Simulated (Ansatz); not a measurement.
**How fast states decay through KLiC2N2O2**

Wanted: the relaxed cell of KLiC2N2O2, its band edges and its decay constants. It is built by putting Li for part of the K in the KCNO structure of space group Ima2, with the volume rescaled by atomic radii. The parent structure comes from the Materials Project.

Method: r2SCAN DFT, plane waves, PAW files, in the first sound run; inputs show where later runs differ, in Ansatz 0.2.0.

The structure was built from a prototype and need not be the compound's stable phase.

## 1. Starting point

The structure is monoclinic, space group C2 (No. 5). The conventional cell has a = 8.824 Å, b = 5.776 Å, c = 5.748 Å, α = 90.00°, β = 130.65°, γ = 90.00°. Nearest to Li lie 4 N at 2.77 to 2.79 Å and 4 O at 2.78 to 2.80 Å. K has 4 N at 2.77 to 2.79 Å and 4 O at 2.78 to 2.80 Å nearest. C has 1 N at 1.12 Å and 1 O at 1.15 Å nearest. N has 1 C at 1.12 Å and 2 K at 2.77 to 2.79 Å and 2 Li at 2.77 to 2.79 Å nearest. O has 1 C at 1.15 Å and 2 K at 2.78 to 2.80 Å and 2 Li at 2.78 to 2.80 Å nearest. It derives from KCNO. Li for part of the K in the KCNO structure of space group Ima2. Farther neighbours and most contacts between anions are not listed.

## 2. Relaxing the new crystal

The substituted atoms don't fit the parent's cell, so cell and atoms relax together. A small smearing keeps the run stable in case the gap closes on the way.

File input.yaml:

```yaml
crystal:
  lattice:
    - [-3.3471430401, 2.8741284486, 2.8881813503]
    - [3.3471430401, -2.8741284486, 2.8881813503]
    - [3.3471430401, 2.8741284486, -2.8881813503]
  atoms:
    - { symbol: Li, position: [0.252622, 0.252622, 0.0] }
    - { symbol: K, position: [0.252622, 0.752622, 0.5] }
    - { symbol: C, position: [0.745627, 0.498533, 0.747094] }
    - { symbol: C, position: [0.751439, 0.998533, 0.252906] }
    - { symbol: "N", position: [0.470837, 0.3599125, 0.6109245] }
    - { symbol: "N", position: [0.748988, 0.8599125, 0.3890755] }
    - { symbol: O, position: [0.028441, 0.638933, 0.889508] }
    - { symbol: O, position: [0.749425, 0.138933, 0.110492] }
kpoints:
  mp_grid: { grid: [6, 6, 6] }
scf:
  occupations: { method: gaussian, width: 0.03 }
hamiltonian:
  xc: r2scan
output:
  forces: true
  stress: true
relax:
  f_tol: 0.02
  max_steps: 60
  cell: {}
```

Command:

```sh
ansatz run input.yaml --threads 2 --pin off --max-ram 4096MiB --backend cpu --events-out ev --progress --plain --runs-dir out
```

Numbers of over 12 decimals in the logs are rounded to 6 here.

The program printed:

```text
Engine: ansatz 0.2.0, x86_64-unknown-linux-gnu
Pseudopotentials: kind: paw
Pseudopotential: Li, paw, valence charge 3, recommended cutoff 500 eV (meta_gga), Li.paw.azcp
Pseudopotential: K, paw, valence charge 9, recommended cutoff 500 eV (meta_gga), K.paw.azcp
Pseudopotential: C, paw, valence charge 4, recommended cutoff 500 eV (meta_gga), C.paw.azcp
Pseudopotential: N, paw, valence charge 5, recommended cutoff 500 eV (meta_gga), N.paw.azcp
Pseudopotential: O, paw, valence charge 6, recommended cutoff 500 eV (meta_gga), O.paw.azcp
Functional definition: r2SCAN
  parameter k0 = 0.174
  parameter k1 = 0.065
  parameter a1 = 4.9479
  exchange = r2scan_x(k0 = k0, k1 = k1, a1 = a1)
  correlation = r2scan_c
Crystal: 8 atoms, lattice volume = 111.139 Å³
Basis set: ecut = 500 eV, 2861 PW (Γ), exchange–correlation on 160×160×160 points (64 copies of the dense FFT grid, shifted against one another)
Bands: 29, of which v1, the nominal top of the filled ones, is band 21 counted from 1 (20 counted from 0)
Symmetry: 2 space group operations
Space group: C2 (ITA 5), of the structure as read, at distance tolerance 4.8e-5 Å
k-points: 68 of 216 (time reversal used)
Non-local potential: Li, projectors of the file, l = 0: 3, l = 1: 2, l = 2: 1
Non-local potential: K, projectors of the file, l = 0: 3, l = 1: 2, l = 2: 2
Non-local potential: C, projectors of the file, l = 0: 2, l = 1: 2, l = 2: 1
Non-local potential: N, projectors of the file, l = 0: 2, l = 1: 2, l = 2: 1
Non-local potential: O, projectors of the file, l = 0: 2, l = 1: 2, l = 2: 1
PAW form: soft (Blöchl's): semilocal exchange-correlation on the pseudo side does not see the compensation charge
PAW frozen core: K, regenerated for the run's functional (the file was generated under x = pbe(κ = 0.804, μ = 0.219515), c = pbe(β = 0.066725))
PAW frozen core: C, regenerated for the run's functional (the file was generated under x = pbe(κ = 0.804, μ = 0.219515), c = pbe(β = 0.066725))
PAW frozen core: N, regenerated for the run's functional (the file was generated under x = pbe(κ = 0.804, μ = 0.219515), c = pbe(β = 0.066725))
PAW frozen core: O, regenerated for the run's functional (the file was generated under x = pbe(κ = 0.804, μ = 0.219515), c = pbe(β = 0.066725))
PAW one-centre angular grid: Li, 302 points (default); XC on 327 of its mesh's 2665 points in the sphere
PAW one-centre angular grid: K, 302 points (default); XC on 160 Gauss nodes
PAW one-centre angular grid: C, 302 points (default); XC on 239 of its mesh's 2573 points in the sphere
PAW one-centre angular grid: N, 302 points (default); XC on 160 Gauss nodes
PAW one-centre angular grid: O, 302 points (default); XC on 160 Gauss nodes
Initial density: superposition of atomic densities (neutral atoms: chi_scale 0, normalization atom), corrected by the library's trained network
Initial wavefunctions: pseudopotential atomic-orbital guess
Functional: x = r2scan, c = r2scan; τ floored in thin density (d = 2e-4 eV/Å³)
SCF iter   1: F=—  HF=-4159.160244 eV  |F-HF|=—  |Δ(HF+E_count)|=         —  Δρ=7.89e-3  dr2=6.50e-2  dr2_τ=1.49e0  ethr=1.77e-3  ⟨swp⟩=7.5  Hψ=10582  notcnv=0  defer=14
preconditioner: auto → Resta (q_TF=auto, 2.320 Å⁻¹)  ε∞=2.8  [insulator: Δε(μ)=5.416 eV  Ē_g=15.121 eV  σ=0.030 eV  W_gap=1.00  n_scr=18 (ndim 8)  ℏωp=20.5 eV  f_vac=0.065  D(μ)=0.00/eV (n_scr^D=0)  ε∞_Penn≈2.8]
SCF iter   2: F=—  HF=-4159.200394 eV  |F-HF|=—  |Δ(HF+E_count)|=   4.02e-2  Δρ=4.08e-3  dr2=7.56e-3  dr2_τ=2.72e-3  ethr=1.55e-4  ⟨swp⟩=2.0  Hψ=4204  notcnv=0  defer=147
SCF iter   3: F=—  HF=-4159.197741 eV  |F-HF|=—  |Δ(HF+E_count)|=   2.65e-3  Δρ=1.64e-3  dr2=1.52e-3  dr2_τ=3.10e-4  ethr=1.80e-5  ⟨swp⟩=2.5  Hψ=3406  notcnv=0  defer=79
automatic band count: iteration 3 solves 28 bands in place of 29: the levels show a gap, and the empty bands left out lie too high to hold charge; the band table lists the bands solved (type scf.n_extra_bands for more)
SCF iter   4: F=—  HF=-4159.197148 eV  |F-HF|=—  |Δ(HF+E_count)|=   5.93e-4  Δρ=3.92e-4  dr2=1.47e-4  dr2_τ=2.12e-5  ethr=3.63e-6  ⟨swp⟩=2.8  Hψ=2960  notcnv=0  defer=79
SCF iter   5: F=—  HF=-4159.197150 eV  |F-HF|=—  |Δ(HF+E_count)|=   1.50e-6  Δρ=1.31e-4  dr2=1.59e-5  dr2_τ=3.25e-6  ethr=3.51e-7  ⟨swp⟩=2.0  Hψ=3117  notcnv=0  defer=79
SCF iter   6: F=—  HF=-4159.197155 eV  |F-HF|=—  |Δ(HF+E_count)|=   5.21e-6  Δρ=3.85e-5  dr2=1.34e-6  dr2_τ=1.27e-7  ethr=3.79e-8  ⟨swp⟩=2.0  Hψ=3116  notcnv=0  defer=79
SCF iter   7: F=-4159.197156 eV  HF=-4159.197156 eV  |F-HF|=1.24e-8  |Δ(HF+E_count)|=   8.34e-7  Δρ=9.65e-6  dr2=6.60e-8  dr2_τ=8.67e-9  ethr=2.38e-10  ⟨swp⟩=3.0  Hψ=8013  notcnv=0
SCF 1 converged in 7 iterations: F = -4159.197156 eV  dr2 = 6.60e-8
  greatest PAW one-centre occupation: 0.999 electrons in one spin orbital (limit 2), on the Li atom at site 0 (counted from 0), in its partial waves of l = 0
relax step   1: F+E_penalty+E_count = -4159.19715560 eV  Δ(F+E_penalty+E_count) = +0.000e0 eV  max|allowed force component| = 6.141e0 eV/Å  Δτ_max = 0.0000 Å  P = +15.509 GPa  Ω = 111.139 Å³  (7 SCF iters, dr2 threshold 1.00e-7 eV, accepted)
Crystal: 8 atoms, lattice volume = 107.859 Å³
Basis set: ecut = 500 eV, 2757 PW (Γ), exchange–correlation on 160×160×160 points (64 copies of the dense FFT grid, shifted against one another)
Initial density: handed on by an earlier stage of this run
Initial wavefunctions: those handed on with the density
iter 1 solved again at ethr=1.43e-3 eV; its pass at ethr=3.10e-3 eV (dr2=6.00e-1 eV) is discarded
SCF iter   1: F=—  HF=-4160.506637 eV  |F-HF|=—  |Δ(HF+E_count)|=         —  Δρ=2.68e-2  dr2=6.03e-1  dr2_τ=1.10e0  ethr=1.43e-3  ⟨swp⟩=1.0  Hψ=11890  notcnv=0
automatic band count: iteration 1 solves 25 bands in place of 29: the levels show a gap, and the empty bands left out lie too high to hold charge; the band table lists the bands solved (type scf.n_extra_bands for more)
preconditioner: auto → Resta (q_TF=auto, 2.331 Å⁻¹)  ε∞=3.1  [insulator: Δε(μ)=5.089 eV  Ē_g=15.200 eV  σ=0.030 eV  W_gap=1.00  n_scr=18 (ndim 8)  ℏωp=22.0 eV  f_vac=0.048  D(μ)=0.00/eV (n_scr^D=0)  ε∞_Penn≈3.1]
SCF iter   2: F=—  HF=-4160.170530 eV  |F-HF|=—  |Δ(HF+E_count)|=   3.36e-1  Δρ=1.19e-2  dr2=7.64e-2  dr2_τ=8.37e-3  ethr=1.43e-3  ⟨swp⟩=3.2  Hψ=3116  notcnv=0
SCF iter   3: F=—  HF=-4160.168867 eV  |F-HF|=—  |Δ(HF+E_count)|=   1.66e-3  Δρ=3.87e-3  dr2=9.55e-3  dr2_τ=2.59e-3  ethr=1.82e-4  ⟨swp⟩=3.2  Hψ=3426  notcnv=0
SCF iter   4: F=—  HF=-4160.168849 eV  |F-HF|=—  |Δ(HF+E_count)|=   1.85e-5  Δρ=1.41e-3  dr2=9.72e-4  dr2_τ=1.24e-4  ethr=2.27e-5  ⟨swp⟩=2.0  Hψ=3281  notcnv=0
[...]
relax step  23: F+E_penalty+E_count = -4160.92109406 eV  Δ(F+E_penalty+E_count) = -4.431e-3 eV  max|allowed force component| = 1.575e-1 eV/Å  Δτ_max = 0.0742 Å  P = +0.096 GPa  Ω = 136.429 Å³  energy of the carried Pulay correction = -3.827e-3 eV  (7 SCF iters, dr2 threshold 8.00e-7 eV, accepted)
relax step  24: F+E_penalty+E_count = -4160.91940795 eV  Δ(F+E_penalty+E_count) = +1.686e-3 eV  max|allowed force component| = 1.625e-1 eV/Å  Δτ_max = 0.1476 Å  P = -0.504 GPa  Ω = 138.951 Å³  energy of the carried Pulay correction = -5.092e-3 eV  (8 SCF iters, dr2 threshold 8.00e-7 eV, rejected (line search))
relax step  25: F+E_penalty+E_count = -4160.92608567 eV  Δ(F+E_penalty+E_count) = -4.992e-3 eV  max|allowed force component| = 8.888e-2 eV/Å  Δτ_max = 0.0637 Å  P = -0.011 GPa  Ω = 136.034 Å³  energy of the carried Pulay correction = -3.644e-3 eV  (11 SCF iters, accepted)
relax step  26: F+E_penalty+E_count = -4160.92920646 eV  Δ(F+E_penalty+E_count) = -3.121e-3 eV  max|allowed force component| = 6.146e-2 eV/Å  Δτ_max = 0.0545 Å  P = -0.048 GPa  Ω = 136.044 Å³  energy of the carried Pulay correction = -3.659e-3 eV  (7 SCF iters, dr2 threshold 4.94e-7 eV, accepted)
relax step  27: F+E_penalty+E_count = -4160.92929176 eV  Δ(F+E_penalty+E_count) = -8.530e-5 eV  max|allowed force component| = 5.738e-2 eV/Å  Δτ_max = 0.0110 Å  P = +0.090 GPa  Ω = 136.482 Å³  energy of the carried Pulay correction = -3.861e-3 eV  (6 SCF iters, dr2 threshold 2.36e-7 eV, accepted)
relax step  28: F+E_penalty+E_count = -4160.92952541 eV  Δ(F+E_penalty+E_count) = -2.336e-4 eV  max|allowed force component| = 1.694e-2 eV/Å  Δτ_max = 0.0090 Å  P = -0.020 GPa  Ω = 136.329 Å³  energy of the carried Pulay correction = -3.789e-3 eV  (6 SCF iters, dr2 threshold 2.06e-7 eV, accepted)
relax step  29: F+E_penalty+E_count = -4160.93613188 eV  Δ(F+E_penalty+E_count) = -6.606e-3 eV  max|allowed force component| = 1.681e-2 eV/Å  Δτ_max = 0.0000 Å  P = +0.027 GPa  Ω = 136.329 Å³  stress off target by 1.11e-1 GPa  SCF on the basis re-selected at this cell (its energy is not comparable with the rows above)  (8 SCF iters)
relax step  30: F+E_penalty+E_count = -4160.93684133 eV  Δ(F+E_penalty+E_count) = -7.095e-4 eV  max|allowed force component| = 1.916e-2 eV/Å  Δτ_max = 0.0227 Å  P = +0.014 GPa  Ω = 137.323 Å³  energy of the carried Pulay correction = -2.715e-4 eV  (7 SCF iters, dr2 threshold 3.07e-8 eV, accepted)
relax step  31: F+E_penalty+E_count = -4160.93696462 eV  Δ(F+E_penalty+E_count) = -1.233e-4 eV  max|allowed force component| = 1.259e-2 eV/Å  Δτ_max = 0.0133 Å  P = +0.007 GPa  Ω = 137.794 Å³  energy of the carried Pulay correction = -4.045e-4 eV  (8 SCF iters, dr2 threshold 6.38e-9 eV, accepted)
relax step  32: F+E_penalty+E_count = -4160.93696423 eV  Δ(F+E_penalty+E_count) = +3.849e-7 eV  max|allowed force component| = 1.840e-2 eV/Å  Δτ_max = 0.0049 Å  P = +0.014 GPa  Ω = 137.962 Å³  energy of the carried Pulay correction = -4.526e-4 eV  (9 SCF iters, accepted)
Basis set: ecut = 500 eV, 3521 PW (Γ), exchange–correlation on 160×160×192 points (64 copies of the dense FFT grid, shifted against one another)
iter 1 solved again at ethr=1.03e-7 eV; its pass at ethr=3.10e-3 eV (dr2=4.32e-5 eV) is discarded
SCF iter   1: F=—  HF=-4160.936870 eV  |F-HF|=—  |Δ(HF+E_count)|=         —  Δρ=1.07e-4  dr2=5.41e-7  dr2_τ=1.36e-6  ethr=1.03e-7  ⟨swp⟩=3.2  Hψ=16322  notcnv=0
preconditioner: auto → Resta (q_TF=auto, 2.238 Å⁻¹)  ε∞=2.5  [insulator: Δε(μ)=5.319 eV  Ē_g=16.154 eV  σ=0.030 eV  W_gap=1.00  n_scr=24 (ndim 8)  ℏωp=19.5 eV  f_vac=0.237  D(μ)=0.00/eV (n_scr^D=0)  ε∞_Penn≈2.5]
SCF iter   2: F=—  HF=-4160.937404 eV  |F-HF|=—  |Δ(HF+E_count)|=   5.35e-4  Δρ=5.42e-5  dr2=1.35e-7  dr2_τ=2.40e-6  ethr=1.29e-9  ⟨swp⟩=2.8  Hψ=3980  notcnv=0
SCF iter   3: F=—  HF=-4160.937385 eV  |F-HF|=—  |Δ(HF+E_count)|=   1.93e-5  Δρ=3.05e-6  dr2=4.19e-9  dr2_τ=5.16e-9  ethr=3.21e-10  ⟨swp⟩=2.0  Hψ=3439  notcnv=0
SCF iter   4: F=—  HF=-4160.937385 eV  |F-HF|=—  |Δ(HF+E_count)|=   2.73e-8  Δρ=6.58e-7  dr2=3.53e-10  dr2_τ=1.09e-10  ethr=9.98e-12  ⟨swp⟩=2.3  Hψ=3299  notcnv=0
SCF iter   5: F=-4160.937385 eV  HF=-4160.937385 eV  |F-HF|=3.27e-11  |Δ(HF+E_count)|=  9.37e-10  Δρ=2.63e-7  dr2=6.26e-11  dr2_τ=1.74e-11  ethr=1.00e-12  ⟨swp⟩=5.0  Hψ=7207  notcnv=0
SCF 33 converged in 5 iterations: F = -4160.937385 eV  dr2 = 6.26e-11
relax step  33: F+E_penalty+E_count = -4160.93738516 eV  Δ(F+E_penalty+E_count) = -4.209e-4 eV  max|allowed force component| = 1.814e-2 eV/Å  Δτ_max = 0.0000 Å  P = +0.010 GPa  Ω = 137.962 Å³  stress off target by 4.25e-2 GPa  SCF on the basis re-selected at this cell (its energy is not comparable with the rows above)  (5 SCF iters)
basis re-selected at this cell: Δ(F+E_penalty+E_count) = -4.209e-4 eV, ΔP = -0.004 GPa vs the last step (what re-selecting the basis moved, of the pressure what is left beyond the Pulay correction that the steps carried, after the strain that the cell walked since its last selection, with what the two solves' SCF thresholds leave and, on support functions, any second-order correction that the steps lacked; it is no measure of the basis error at this ecutwfc). The dense FFT grid was sized anew with the basis: this SCF ran on 40×40×48 points, the steps before it on 40×40×45, so part of this shift can come from that change (see relax.cell in the input reference). [rest of the remark cut]
SCF converged after 5 iterations
Free energy (F): -4160.937385 eV
Harris-Foulkes:  -4160.937385 eV  (|F-HF|=3.27e-11)
Internal energy: -4160.937385 eV  (E = F + TS)
E sigma→0 (E₀):  -4160.937385 eV
Fermi energy:    2.379602 eV
--- Per-component energies (eV) ---
  E_band       = -457.979032
  E_kinetic    = 1065.970264
  E_local      = -2989.239029  (includes V_loc(G=0)·N_el)
  E_nonlocal   = 223.275023
  E_hartree    = 1037.275447
  E_xc         = -499.754452
  E_vxc        = -709.162117  (∫ρ·V_xc dr)
  E_paw        = -1590.442097  (= ΣΔE_a)
  E_vpaw       = -169.347287  (= ΣTr[D̂ρ^β])
  E_aug_tail   = 0.002030  (compensation charges beyond the density's cutoff)
  E_vtau       = 45.971306  (kinetic-family band-sum trace: ∫τ·v_τ [+ j·A + Jᵃ·Aᵃ] dr)
  E_ewald      = -1407.655828
  E_core_change = -0.368744  (= ΣΔE_core)
  E_smearing   = -0.000000  (= −TS)
  E_closure    = -0.000000  (closes the sum)
  Σ components = -4160.937385   (vs F -4160.937385, Δ=0.00e0)
--- Forces (eV/Å), atoms counted from 1 ---
  atom   1  Li     0.00000000     0.00000000    -0.00158694
  atom   2  K      0.00000000     0.00000000     0.00621336
  atom   3  C      0.00338813    -0.01076023    -0.01180646
  atom   4  C     -0.00338813     0.01076023    -0.01180646
  atom   5  N      0.00122646    -0.00646652    -0.00545491
  atom   6  N     -0.00122646     0.00646652    -0.00545491
  atom   7  O     -0.00694732     0.01813571     0.01493748
  atom   8  O      0.00694732    -0.01813571     0.01493748
  max |Σ_I F_I| component: 2.13e-5 eV/Å
--- Stress (GPa, compression-positive) ---
       -0.016388      -0.015816       0.000000
       -0.015821       0.038263       0.000000
        0.000000       0.000000       0.009555
  P = ⅓ Tr σ = 0.0105 GPa (0.105 kbar)
--- Relaxed structure (30 steps of the walk, 28 accepted, 3 SCFs on fresh bases) ---
  F+E_penalty+E_count = -4160.93738516 eV   max|allowed force component| = 1.814e-2 eV/Å   (the final SCF, on the basis selected at the relaxed cell)
  cell:  # Å, volume = 137.9619 Å³
    - [-2.908024, 2.416683, 3.701067]
    - [2.908024, -2.416683, 3.701067]
    - [3.697676, 3.336293, -3.701067]
  atoms:
    - { symbol: Li, position: [0.443989, 0.443989, 0.0] }
    - { symbol: K, position: [0.306860, 0.806860, 0.500000] }
    - { symbol: C, position: [0.782632, 0.437220, 0.804149] }
    - { symbol: C, position: [0.633070, 0.978483, 0.195851] }
    - { symbol: N, position: [0.517338, 0.394601, 0.693157] }
    - { symbol: N, position: [0.701444, 0.824180, 0.306843] }
    - { symbol: O, position: [0.052886, 0.485304, 0.923522] }
    - { symbol: O, position: [0.561782, 0.129364, 0.076478] }
```

It took 3.3 min on 2 threads of AMD EPYC 9R45, shared host; peak memory 0.9 GiB.

Relaxation path (22 of 33):

| step | energy less that of the first step (eV) | largest force component (eV/Å) | pressure (GPa) | volume (Å³) |
| --- | --- | --- | --- | --- |
| 1 | 0.0000 | 6.1405 | 15.51 | 111.14 |
| 3 | -1.0372 | 0.8402 | -2.40 | 110.66 |
| 4 | -1.1628 | 0.8753 | -2.41 | 111.03 |
| 6 | -1.3951 | 0.5714 | -0.29 | 113.07 |
| 7 | -1.3047 | 2.5541 | 7.01 | 116.97 |
| 9 | -1.5487 | 0.2037 | 0.41 | 117.77 |
| 10 | -1.6334 | 0.2145 | 0.64 | 118.58 |
| 12 | -1.6879 | 0.1701 | -0.13 | 126.17 |
| 13 | -1.6929 | 0.0562 | -0.18 | 125.90 |
| 15 | -1.6959 | 0.0244 | 0.01 | 125.95 |
| 16 | -1.6964 | 0.0183 | 0.00 | 126.16 |
| 18 | -1.7125 | 0.0316 | 0.05 | 127.39 |
| 19 | -1.7135 | 0.0168 | -0.02 | 128.96 |
| 21 | -1.7159 | 0.0718 | 0.03 | 132.03 |
| 22 | -1.7195 | 0.1162 | 0.08 | 134.08 |
| 24 | -1.7223 | 0.1625 | -0.50 | 138.95 |
| 25 | -1.7289 | 0.0889 | -0.01 | 136.03 |
| 27 | -1.7321 | 0.0574 | 0.09 | 136.48 |
| 28 | -1.7324 | 0.0169 | -0.02 | 136.33 |
| 30 | -1.7397 | 0.0192 | 0.01 | 137.32 |
| 31 | -1.7398 | 0.0126 | 0.01 | 137.79 |
| 33* | -1.7402 | 0.0181 | 0.01 | 137.96 |

Relaxation steps marked * repeat the geometry before them on a plane-wave basis chosen anew for their cell, so energy and pressure can jump there. Other such steps can lie between the rows shown. Relaxation steps 7, 24 were tried and not accepted.

Forces are held to the 2 operations that the run works with; a distortion that breaks them can't arise in this run.

| cell as run | before | after | change |
| --- | --- | --- | --- |
| a (Å) | 5.273 | 5.291 | +0.3 % |
| b (Å) | 5.273 | 5.291 | +0.3 % |
| c (Å) | 5.273 | 6.205 | +17.7 % |
| α (°) | 101.20 | 109.59 | +8.3 % |
| β (°) | 113.94 | 119.95 | +5.3 % |
| γ (°) | 113.58 | 91.23 | -19.7 % |
| volume (Å³/atom) | 13.89 | 17.25 | +24.1 % |

The atoms that moved most (Å, as changes of fractional coordinates times the final cell):

| atom | dx | dy | dz | length |
| --- | --- | --- | --- | --- |
| Li1 | 0.000 | 0.000 | 1.417 | 1.417 |
| O7 | -0.392 | 0.544 | -0.604 | 0.902 |
| O8 | 0.392 | -0.544 | -0.604 | 0.902 |
| C3 | -0.075 | 0.428 | -0.301 | 0.529 |
| C4 | 0.075 | -0.428 | -0.301 | 0.529 |
| N5 | 0.270 | 0.303 | -0.004 | 0.406 |
| N6 | -0.270 | -0.303 | -0.004 | 0.406 |
| K2 | 0.000 | 0.000 | 0.401 | 0.401 |

Final coordinates:

```cif
data_structure
_symmetry_space_group_name_H-M 'P 1'
_symmetry_Int_Tables_number 1
_cell_length_a 5.2910
_cell_length_b 5.2910
_cell_length_c 6.2050
_cell_angle_alpha 109.590
_cell_angle_beta 119.945
_cell_angle_gamma 91.226
_cell_volume 137.96
loop_
_atom_site_label
_atom_site_type_symbol
_atom_site_fract_x
_atom_site_fract_y
_atom_site_fract_z
_atom_site_occupancy
Li1 Li 0.44399 0.44399 0.00000 1
K2 K 0.30686 0.80686 0.50000 1
C3 C 0.78263 0.43722 0.80415 1
C4 C 0.63307 0.97848 0.19585 1
N5 N 0.51734 0.39460 0.69316 1
N6 N 0.70144 0.82418 0.30684 1
O7 O 0.05289 0.48530 0.92352 1
O8 O 0.56178 0.12936 0.07648 1
```

This step gave:

```
free energy  : -4160.9374 eV
Fermi energy : 2.380 eV
pressure     : 0.01048 GPa
```

The largest force component on a free atom ends at 0.018 eV/Å.

(Part 1 of 3 ends here.)

[Logs are printed without paths, hosts, clocks, repeated set-up lines and the standing remarks that a program may print on its own settings, such as how far it seeks lower states.]

[Hosts, paths, dates, database ids (printed as entryN), source tags and the programs' standing remarks are cut or masked in the printed files.]
